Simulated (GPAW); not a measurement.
# Cl/Au(110): simulated STM images

Aim: Tersoff-Hamann images of Cl/Au(110) at several biases.

Calculated with GPAW 26.7.0; GPAW, PAW setups; slab in vacuum, relaxation, in the first sound run; inputs show where later runs differ.

Report form: the programs' logs are mostly left out.

## 1. Starting point

The cell holds 6 atoms: 5 Au and 1 Cl. Its edges and angles: a = 4.080 Å, b = 2.885 Å, c = 22.270 Å, α = 90.0°, β = 90.0°, γ = 90.0°. Vacuum lies along c.

## 2. Relaxation

The atoms are relaxed first, since the surface dipole, and with it the work function, follows the positions of the outer layers. The lowest 2 atoms are held at bulk positions and keep their forces.

run.py

```python
import json
import numpy as np
from ase import Atoms
from ase.constraints import FixAtoms
from ase.optimize import BFGS
from gpaw import GPAW, PW

slab = Atoms(
    ['Au', 'Au', 'Au', 'Au', 'Au', 'Cl'],
    positions=[
        [0.00000, 0.00000, 8.00000],
        [2.04000, 1.44250, 9.44250],
        [0.00000, 0.00000, 10.88500],
        [2.04000, 1.44250, 12.32749],
        [0.00000, 0.00000, 13.76999],
        [2.04000, 1.44250, 14.26999]],
    cell=[[4.08, 0.0, 0.0], [0.0, 2.885, 0.0], [0.0, 0.0, 22.26999]],
    pbc=[True, True, False])

slab.calc = GPAW(mode=PW(400), xc='PBE', kpts={'size': (8, 11, 1), 'gamma': True},
                 occupations={'name': 'fermi-dirac', 'width': 0.1}, nbands='160%',
                 convergence={'density': 1e-05}, maxiter=200,
                 poissonsolver={'dipolelayer': 'xy'},
                 symmetry={'tolerance': 1e-3, 'extra_ids': [1, 1, 0, 0, 0, 0]}, txt='slab.txt')
result = {}
slab.set_constraint(FixAtoms([0, 1]))
path = []
opt = BFGS(slab, maxstep=0.2)
opt.attach(lambda: path.append((slab.get_potential_energy(), slab.positions.tolist(), slab.get_forces().tolist())))
result['relaxed'] = bool(opt.run(fmax=0.03, steps=40))
result['path'] = path
energy = slab.get_potential_energy()
fermi = slab.calc.get_fermi_level()
v = slab.calc.get_electrostatic_potential().mean((0, 1)) - fermi
n = slab.calc.get_pseudo_density().mean((0, 1))
L = slab.cell[2, 2]
z = np.arange(len(v)) * L / len(v)
low, high = slab.positions[:, 2].min(), slab.positions[:, 2].max()
below, above = np.interp([low - 5.8, high + 5.8], z, v)
slopes = [np.interp(x, z, np.gradient(v, z)) for x in (low - 5.8, high + 5.8)]
eps = np.array([[slab.calc.get_eigenvalues(k, s) for k in range(len(slab.calc.get_ibz_k_points()))]
                for s in range(slab.calc.get_number_of_spins())]) - fermi
top, bottom = eps[eps < 0].max(), eps[eps > 0].min()
dipole = slab.get_dipole_moment()[2]
print(f'energy {energy:.4f} eV, Fermi level {fermi:.4f} eV, dipole {dipole:.5f} e A')
print(f'potential 5.8 A off the faces, from the Fermi level: lower {below:.4f} eV, upper {above:.4f} eV')
print(f'slope of the potential there: lower {slopes[0]:.5f}, upper {slopes[1]:.5f} eV/A')
print(f'nearest levels on the mesh: {top:.4f} and {bottom:.4f} eV')
print('magnetic moment', round(slab.get_magnetic_moment(), 3))
result.update(energy=energy, fermi=fermi, dipole=dipole, below=below, above=above, slopes=slopes, edges=[top, bottom],
              z=z.tolist(), v=v.tolist(), n=n.tolist(), positions=slab.positions.tolist(),
              forces=slab.get_forces(apply_constraint=False).tolist(), moments=slab.get_magnetic_moments().tolist())
json.dump(result, open('result.json', 'w'))
```

The run is started by

```sh
$ OMP_NUM_THREADS=1 OPENBLAS_NUM_THREADS=1 python run.py
```

Wall time 56 min (1 thread of Arm Neoverse V1, shared host); peak memory 0.34 GiB.

Relaxation path:

```csv
step,energy less that of the first step (eV),largest force (eV/Å)
1,0.0000,14.9591
2,-2.8137,3.8329
3,-3.0622,2.9210
4,-3.4572,1.5753
5,-3.6892,1.7888
6,-3.8476,1.7271
7,-3.9333,1.3604
8,-3.9821,0.9656
9,-4.0496,0.7289
10,-4.1030,0.7520
11,-4.1378,0.6622
12,-4.1537,0.5588
13,-4.1812,0.5163
14,-4.2239,0.3601
15,-4.2478,0.1464
16,-4.2529,0.0816
17,-4.2536,0.0658
18,-4.2536,0.0517
19,-4.2537,0.0381
20,-4.2538,0.0198
```

The atoms that moved most (Å):

```
atom     dx     dy     dz  length
 Cl6  0.000  0.000  1.415   1.415
 Au5  0.000  0.000  0.316   0.316
 Au4  0.000  0.000  0.192   0.192
 Au3  0.000  0.000  0.159   0.159
```

The relaxed structure:

```cif
data_structure
_symmetry_space_group_name_H-M 'P 1'
_symmetry_Int_Tables_number 1
_cell_length_a 4.0800
_cell_length_b 2.8850
_cell_length_c 22.2700
_cell_angle_alpha 90.000
_cell_angle_beta 90.000
_cell_angle_gamma 90.000
_cell_volume 262.14
loop_
_atom_site_label
_atom_site_type_symbol
_atom_site_fract_x
_atom_site_fract_y
_atom_site_fract_z
_atom_site_occupancy
Au1 Au 0.00000 0.00000 0.35923 1
Au2 Au 0.50000 0.50000 0.42400 1
Au3 Au 0.00000 0.00000 0.49592 1
Au4 Au 0.50000 0.50000 0.56218 1
Au5 Au 0.00000 0.00000 0.63252 1
Cl6 Cl 0.50000 0.50000 0.70429 1
```

Numbers from this step:

```yaml
dipole_along_the_normal: -0.1021 e·Å
levels_nearest_the_fermi_level_on_the_mesh: -0.09502, 0.01724 eV from the Fermi level
upper_work_function: 6.633 eV
lower_work_function: 5.069 eV
```

The electrostatic potential energy of an electron (without an applied field's), less the Fermi level, planar mean oscillates, so the rows of the table below give means over windows of 1.54 Å about each position, cut where the curve ends. Its maxima inside the range that stand out by 2 % of the span (Å: eV): 8.7: -5.82, 10.3: -3.99, 11.8: -5.57, 13.3: -4.18, 15.0: -1.10, 20.0: 6.63. Its minima: 8.1: -12.6, 9.4: -13.2, 11.0: -13.2, 12.5: -13.1, 14.1: -12.5, 15.7: -11.8.

Table of electrostatic potential energy of an electron (without an applied field's), less the Fermi level, planar mean by z; means over each step:

```
z (Å)  electrostatic potential energy of an electron (without an applied field's), less the Fermi level, planar mean (eV)
 0.77                                                                                                                5.16
 2.31                                                                                                                5.07
 3.85                                                                                                                5.07
 5.39                                                                                                                5.01
 6.93                                                                                                                1.21
 8.47                                                                                                               -9.27
10.01                                                                                                               -8.30
11.55                                                                                                               -9.37
13.09                                                                                                               -8.39
14.63                                                                                                               -6.37
16.17                                                                                                               -2.06
17.71                                                                                                                6.52
19.25                                                                                                                6.63
20.79                                                                                                                6.63
```

The pseudo valence density, planar mean oscillates, so the rows of the table below give means over windows of 1 Å about each position, cut where the curve ends. Its maxima inside the range that stand out by 2 % of the span (Å: e/Å³): 8.1: 0.812, 9.3: 0.809, 11.0: 0.834, 12.5: 0.836, 14.0: 0.799, 15.3: 0.425, 15.9: 0.393. Its minima: 8.7: 0.489, 10.2: 0.412, 11.9: 0.477, 13.4: 0.428, 14.8: 0.357, 15.7: 0.374.

Pseudo valence density, planar mean against z; means over each step:

z (Å), pseudo valence density, planar mean (e/Å³) and a bar:
```
        4      0.000 
        5      0.001 
        6      0.009 
        7      0.158 #######
        8      0.655 #############################
        9      0.622 ############################
       10      0.538 ########################
       11      0.678 ##############################
       12      0.592 ##########################
       13      0.573 #########################
       14      0.653 #############################
       15      0.408 ##################
       16      0.331 ###############
       17      0.048 ##
       18      0.002 
       19      0.000
```

The relaxation lowered the energy of the cell by 4.25 eV (energies extrapolated to zero smearing; the optimiser's log prints free energies). The largest force left on a free atom is 0.020 eV/Å.

## 3. The slab's potential

The work function is the vacuum plateau of the electrostatic potential less the Fermi level; a dipole layer lets the two faces have plateaus of their own.

This step: GPAW, PAW setups; slab in vacuum (GPAW 26.7.0).

run.py: that of step 2 with these lines changed.

```diff
@@ -3,4 +3,3 @@
 from ase import Atoms
-from ase.constraints import FixAtoms
-from ase.optimize import BFGS
+from ase.dft.stm import STM
 from gpaw import GPAW, PW
@@ -12,6 +11,6 @@
         [2.04000, 1.44250, 9.44250],
-        [0.00000, 0.00000, 10.88500],
-        [2.04000, 1.44250, 12.32749],
-        [0.00000, 0.00000, 13.76999],
-        [2.04000, 1.44250, 14.26999]],
+        [0.00000, 0.00000, 11.04410],
+        [2.04000, 1.44250, 12.51985],
+        [0.00000, -0.00000, 14.08622],
+        [2.04000, 1.44250, 15.68459]],
     cell=[[4.08, 0.0, 0.0], [0.0, 2.885, 0.0], [0.0, 0.0, 22.26999]],
@@ -23,10 +22,4 @@
                  poissonsolver={'dipolelayer': 'xy'},
-                 symmetry={'tolerance': 1e-3, 'extra_ids': [1, 1, 0, 0, 0, 0]}, txt='slab.txt')
+                 symmetry={'tolerance': 1e-3}, txt='slab.txt')
 result = {}
-slab.set_constraint(FixAtoms([0, 1]))
-path = []
-opt = BFGS(slab, maxstep=0.2)
-opt.attach(lambda: path.append((slab.get_potential_energy(), slab.positions.tolist(), slab.get_forces().tolist())))
-result['relaxed'] = bool(opt.run(fmax=0.03, steps=40))
-result['path'] = path
 energy = slab.get_potential_energy()
@@ -52,2 +45,16 @@
               forces=slab.get_forces(apply_constraint=False).tolist(), moments=slab.get_magnetic_moments().tolist())
+
+# Images need the states of the whole zone, up to time reversal
+slab.calc = slab.calc.fixed_density(symmetry={'point_group': False}, txt='states.txt', nbands='220%',
+                                    convergence={'bands': 'CBM+0.8'})
+stm = STM(slab)
+result['stm'] = []
+for bias in [-0.5, 0.5]:
+    height = high + 3.0
+    current = stm.get_averaged_current(bias, height)
+    x, y, h = stm.scan(bias, current)
+    i, f = divmod(height / L * stm.ldos.shape[2], 1)
+    I = abs((1 - f) * stm.ldos[:, :, int(i)] + f * stm.ldos[:, :, int(i) + 1])
+    print(f'bias {bias} V: mean current at 3.0 A {current:.4e}, corrugation {np.ptp(h):.4f} A')
+    result['stm'].append(dict(bias=bias, current=current, h=(h - high).tolist(), I=I.tolist()))
 json.dump(result, open('result.json', 'w'))
```

It took 8.2 min on 1 thread; peak memory 0.66 GiB.

This step gave:

```
dipole along the normal                    : -0.1020 e·Å
levels nearest the Fermi level on the mesh : -0.09503, 0.01729 eV from the Fermi level
corrugation -0.5                           : 0.7115 Å
corrugation 0.5                            : 0.7000 Å
```

The electrostatic potential energy of an electron (without an applied field's), less the Fermi level, planar mean oscillates, so the rows of the table below give means over windows of 1.54 Å about each position, cut where the curve ends. Its maxima inside the range that stand out by 2 % of the span (Å: eV): 8.7: -5.82, 10.3: -3.99, 11.8: -5.57, 13.3: -4.18, 15.0: -1.10, 20.0: 6.63. Its minima: 8.1: -12.6, 9.4: -13.2, 11.0: -13.2, 12.5: -13.1, 14.1: -12.5, 15.7: -11.8.

Table of electrostatic potential energy of an electron (without an applied field's), less the Fermi level, planar mean by z; means over each step:

z (Å), electrostatic potential energy of an electron (without an applied field's), less the Fermi level, planar mean (eV) and a bar from the least value:
```
     0.77        5.2 ###########################
     2.31        5.1 ###########################
     3.85        5.1 ###########################
     5.39        5.0 ###########################
     6.93        1.2 ####################
     8.47       -9.3 
    10.01       -8.3 ##
    11.55       -9.4 
    13.09       -8.4 ##
    14.63       -6.4 ######
    16.17       -2.1 ##############
    17.71        6.5 ##############################
    19.25        6.6 ##############################
    20.79        6.6 ##############################
```

The pseudo valence density, planar mean oscillates, so the rows of the table below give means over windows of 1 Å about each position, cut where the curve ends. Its maxima inside the range that stand out by 2 % of the span (Å: e/Å³): 8.1: 0.812, 9.3: 0.809, 11.0: 0.834, 12.5: 0.836, 14.0: 0.799, 15.3: 0.425, 15.9: 0.393. Its minima: 8.7: 0.489, 10.2: 0.412, 11.9: 0.477, 13.4: 0.428, 14.8: 0.357, 15.7: 0.374.

The pseudo valence density, planar mean by z; means over each step:

| z (Å) | pseudo valence density, planar mean (e/Å³) |
| --- | --- |
| 4 | 3.9e-5 |
| 5 | 5.6e-4 |
| 6 | 0.00941 |
| 7 | 0.158 |
| 8 | 0.655 |
| 9 | 0.622 |
| 10 | 0.538 |
| 11 | 0.678 |
| 12 | 0.592 |
| 13 | 0.573 |
| 14 | 0.653 |
| 15 | 0.408 |
| 16 | 0.331 |
| 17 | 0.0478 |
| 18 | 0.00172 |
| 19 | 6.3e-5 |

Tip height over the top atom over a1 and a2. Sample bias -0.5 V, constant current at the mean current 3.0 Å over the top atom.

Ten even steps from '0' (2.52 Å) to '9' (3.23 Å):
```
00134567788877654310
01235677888887765321
11245678889888765421
12345678999998765432
12346788999998876432
22356789999999876532
22356789999999876532
22356789999999876532
12346788999998876432
12345678999998765432
11245678889888765421
01235677888887765321
00134567788877654310
00134567788877654310
```
Columns: a1 from 0 to 0.95; rows upwards: a2 from 0 to 0.929.

Local density of states summed over the bias window over a1 and a2. Sample bias -0.5 V, constant height 3.0 Å over the top atom.

Values in units of 1e-6 arbitrary, 14 rows by 16 columns, each cell a mean:
```
1.6 1.7 2.1 2.7 3.6 4.4 5.1 5.7 5.9 5.6 5.0 4.3 3.3 2.6 2.0 1.7
1.6 1.8 2.2 2.9 3.9 4.8 5.6 6.1 6.3 6.1 5.4 4.6 3.6 2.8 2.1 1.7
1.7 1.9 2.4 3.1 4.2 5.2 6.0 6.6 6.8 6.5 5.9 5.0 3.9 3.0 2.3 1.8
1.8 2.0 2.5 3.4 4.6 5.7 6.6 7.3 7.5 7.2 6.5 5.5 4.2 3.2 2.4 2.0
1.9 2.1 2.7 3.6 4.9 6.1 7.1 7.9 8.1 7.8 7.0 5.9 4.5 3.4 2.6 2.1
2.0 2.2 2.8 3.7 5.1 6.3 7.4 8.1 8.4 8.0 7.2 6.1 4.7 3.6 2.7 2.1
2.0 2.2 2.9 3.8 5.2 6.4 7.5 8.2 8.4 8.1 7.3 6.2 4.8 3.6 2.7 2.2
2.0 2.2 2.8 3.7 5.1 6.3 7.4 8.1 8.4 8.0 7.2 6.1 4.7 3.6 2.7 2.1
1.9 2.1 2.7 3.6 4.9 6.1 7.1 7.9 8.1 7.8 7.0 5.9 4.5 3.4 2.6 2.1
1.8 2.0 2.5 3.4 4.6 5.7 6.6 7.3 7.5 7.2 6.5 5.5 4.2 3.2 2.4 2.0
1.7 1.9 2.4 3.1 4.2 5.2 6.0 6.6 6.8 6.5 5.9 5.0 3.9 3.0 2.3 1.8
1.6 1.8 2.2 2.9 3.9 4.8 5.6 6.1 6.3 6.1 5.4 4.6 3.6 2.8 2.1 1.7
1.6 1.7 2.1 2.7 3.6 4.4 5.1 5.7 5.9 5.6 5.0 4.3 3.3 2.6 2.0 1.7
1.6 1.7 2.1 2.6 3.5 4.3 4.9 5.4 5.6 5.3 4.8 4.2 3.2 2.5 2.0 1.7
```
Columns: a1 from 0 to 0.95; rows upwards: a2 from 0 to 0.929.

Tip height over the top atom over a1 and a2. Sample bias 0.5 V, constant current at the mean current 3.0 Å over the top atom.

Values in Å, 14 rows by 16 columns, each cell a mean:
```
2.58 2.63 2.70 2.78 2.88 2.94 2.97 3.00 3.01 3.00 2.97 2.93 2.85 2.77 2.69 2.61
2.64 2.68 2.75 2.84 2.93 2.98 3.03 3.06 3.07 3.06 3.02 2.97 2.91 2.82 2.74 2.67
2.70 2.74 2.81 2.90 2.98 3.05 3.09 3.12 3.13 3.12 3.09 3.04 2.96 2.89 2.80 2.73
2.74 2.79 2.87 2.95 3.04 3.10 3.14 3.17 3.17 3.16 3.14 3.09 3.01 2.93 2.85 2.77
2.78 2.83 2.91 2.98 3.08 3.13 3.17 3.19 3.20 3.19 3.17 3.13 3.05 2.97 2.90 2.82
2.81 2.86 2.93 3.01 3.10 3.15 3.19 3.22 3.24 3.22 3.19 3.15 3.08 2.99 2.92 2.85
2.82 2.87 2.93 3.01 3.11 3.16 3.20 3.23 3.25 3.23 3.19 3.15 3.08 3.00 2.92 2.86
2.81 2.86 2.93 3.01 3.10 3.15 3.19 3.22 3.24 3.22 3.19 3.15 3.08 2.99 2.92 2.85
2.78 2.83 2.91 2.98 3.08 3.13 3.17 3.19 3.20 3.19 3.17 3.13 3.05 2.97 2.90 2.82
2.74 2.79 2.87 2.95 3.04 3.10 3.14 3.17 3.17 3.16 3.14 3.09 3.01 2.93 2.85 2.77
2.70 2.74 2.81 2.90 2.98 3.05 3.09 3.12 3.13 3.12 3.09 3.04 2.96 2.89 2.80 2.73
2.64 2.68 2.75 2.84 2.93 2.98 3.03 3.06 3.07 3.06 3.02 2.97 2.91 2.82 2.74 2.67
2.58 2.63 2.70 2.78 2.88 2.94 2.97 3.00 3.01 3.00 2.97 2.93 2.85 2.77 2.69 2.61
2.55 2.60 2.68 2.76 2.86 2.92 2.96 2.98 2.99 2.98 2.95 2.91 2.83 2.74 2.66 2.59
```
Columns: a1 from 0 to 0.95; rows upwards: a2 from 0 to 0.929.

Local density of states summed over the bias window over a1 and a2. Sample bias 0.5 V, constant height 3.0 Å over the top atom.

Values in units of 1e-6 arbitrary, 14 rows by 16 columns, each cell a mean:
```
1.2 1.3 1.5 1.8 2.2 2.6 2.9 3.1 3.2 3.1 2.9 2.5 2.1 1.7 1.5 1.3
1.4 1.4 1.6 2.0 2.5 3.0 3.4 3.6 3.7 3.6 3.3 2.9 2.4 1.9 1.6 1.4
1.5 1.6 1.9 2.3 3.0 3.5 4.0 4.3 4.5 4.3 3.9 3.4 2.8 2.2 1.8 1.6
1.7 1.8 2.1 2.7 3.4 4.1 4.6 5.1 5.2 5.0 4.6 4.0 3.2 2.6 2.1 1.8
1.8 2.0 2.4 3.0 3.8 4.6 5.2 5.6 5.8 5.6 5.1 4.4 3.6 2.9 2.3 1.9
1.9 2.1 2.5 3.2 4.1 4.9 5.6 6.1 6.2 6.0 5.5 4.8 3.8 3.1 2.4 2.1
2.0 2.1 2.6 3.2 4.2 5.1 5.8 6.2 6.4 6.2 5.7 4.9 3.9 3.1 2.5 2.1
1.9 2.1 2.5 3.2 4.1 4.9 5.6 6.1 6.2 6.0 5.5 4.8 3.8 3.1 2.4 2.1
1.8 2.0 2.4 3.0 3.8 4.6 5.2 5.6 5.8 5.6 5.1 4.4 3.6 2.9 2.3 1.9
1.7 1.8 2.1 2.7 3.4 4.1 4.6 5.1 5.2 5.0 4.6 4.0 3.2 2.6 2.1 1.8
1.5 1.6 1.9 2.3 3.0 3.5 4.0 4.3 4.5 4.3 3.9 3.4 2.8 2.2 1.8 1.6
1.4 1.4 1.6 2.0 2.5 3.0 3.4 3.6 3.7 3.6 3.3 2.9 2.4 1.9 1.6 1.4
1.2 1.3 1.5 1.8 2.2 2.6 2.9 3.1 3.2 3.1 2.9 2.5 2.1 1.7 1.5 1.3
1.2 1.3 1.5 1.7 2.1 2.5 2.8 3.0 3.0 2.9 2.7 2.4 2.0 1.7 1.4 1.3
```
Columns: a1 from 0 to 0.95; rows upwards: a2 from 0 to 0.929.

Force by atom:

| atom | x (eV/Å) | y (eV/Å) | z (eV/Å) | size |
| --- | --- | --- | --- | --- |
| Au1 | 0.000 | 0.000 | 0.157 | 0.157 |
| Au2 | 0.000 | 0.000 | -0.167 | 0.167 |
| Au3 | 0.000 | 0.000 | -0.015 | 0.015 |
| Au4 | 0.000 | 0.000 | 0.008 | 0.008 |
| Au5 | 0.000 | 0.000 | 0.021 | 0.021 |
| Cl6 | 0.000 | 0.000 | -0.003 | 0.003 |

The potential is flat to 7.6e-6 eV/Å where it is read, so the vacuum is wide enough.

## 4. A changed run

One more run, with changed settings.

run.py: that of step 3 with these lines changed.

```diff
@@ -3,3 +3,2 @@
 from ase import Atoms
-from ase.dft.stm import STM
 from gpaw import GPAW, PW
@@ -19,4 +18,4 @@
 slab.calc = GPAW(mode=PW(400), xc='PBE', kpts={'size': (8, 11, 1), 'gamma': True},
-                 occupations={'name': 'fermi-dirac', 'width': 0.1}, nbands='160%',
-                 convergence={'density': 1e-05}, maxiter=200,
+                 occupations={'name': 'fermi-dirac', 'width': 0.1}, nbands='100%',
+                 convergence={'density': 1e-05}, maxiter=75,
                  poissonsolver={'dipolelayer': 'xy'},
@@ -45,16 +44,2 @@
               forces=slab.get_forces(apply_constraint=False).tolist(), moments=slab.get_magnetic_moments().tolist())
-
-# Images need the states of the whole zone, up to time reversal
-slab.calc = slab.calc.fixed_density(symmetry={'point_group': False}, txt='states.txt', nbands='220%',
-                                    convergence={'bands': 'CBM+0.8'})
-stm = STM(slab)
-result['stm'] = []
-for bias in [-0.5, 0.5]:
-    height = high + 3.0
-    current = stm.get_averaged_current(bias, height)
-    x, y, h = stm.scan(bias, current)
-    i, f = divmod(height / L * stm.ldos.shape[2], 1)
-    I = abs((1 - f) * stm.ldos[:, :, int(i)] + f * stm.ldos[:, :, int(i) + 1])
-    print(f'bias {bias} V: mean current at 3.0 A {current:.4e}, corrugation {np.ptp(h):.4f} A')
-    result['stm'].append(dict(bias=bias, current=current, h=(h - high).tolist(), I=I.tolist()))
 json.dump(result, open('result.json', 'w'))
```

It took 3.2 min on 1 thread; peak memory 0.28 GiB.

The run ended with an error.

The program's message: “ValueError: zero-size array to reduction operation minimum which has no identity”

The change that led to it: nbands = "100 % of the filled bands".

## 5. Summary of results

- work function, upper and lower face: 6.633 and 5.069 eV
- dipole along the normal: -0.102 e Å
- corrugation at -0.5 V: 0.711 Å
- corrugation at 0.5 V: 0.700 Å

In words: The tip height varies by 0.70 to 0.71 Å over the cell, much the same at every bias tried. Negative sample bias images filled states, positive bias empty ones. The two faces differ by 1.6 eV, the step that the slab's dipole makes (e p/(ε0 A) gives 1.6 eV), so the dipole layer is needed. The images are of Tersoff-Hamann type: an s-wave tip, no tip-sample forces, heights closer than in a microscope. The cell of 11.8 Å² holds one Cl, started on one chosen site; other sites and coverages weren't tried. The in-plane lattice was kept as typed, which isn't the functional's own and leaves some strain; spin-orbit coupling and temperature are left out.

[Logs are printed without paths, hosts, clocks, repeated set-up lines and the standing remarks that a program may print on its own settings, such as how far it seeks lower states.]

[Hosts, paths, dates, database ids (printed as entryN), source tags and the programs' standing remarks are cut or masked in the printed files.]
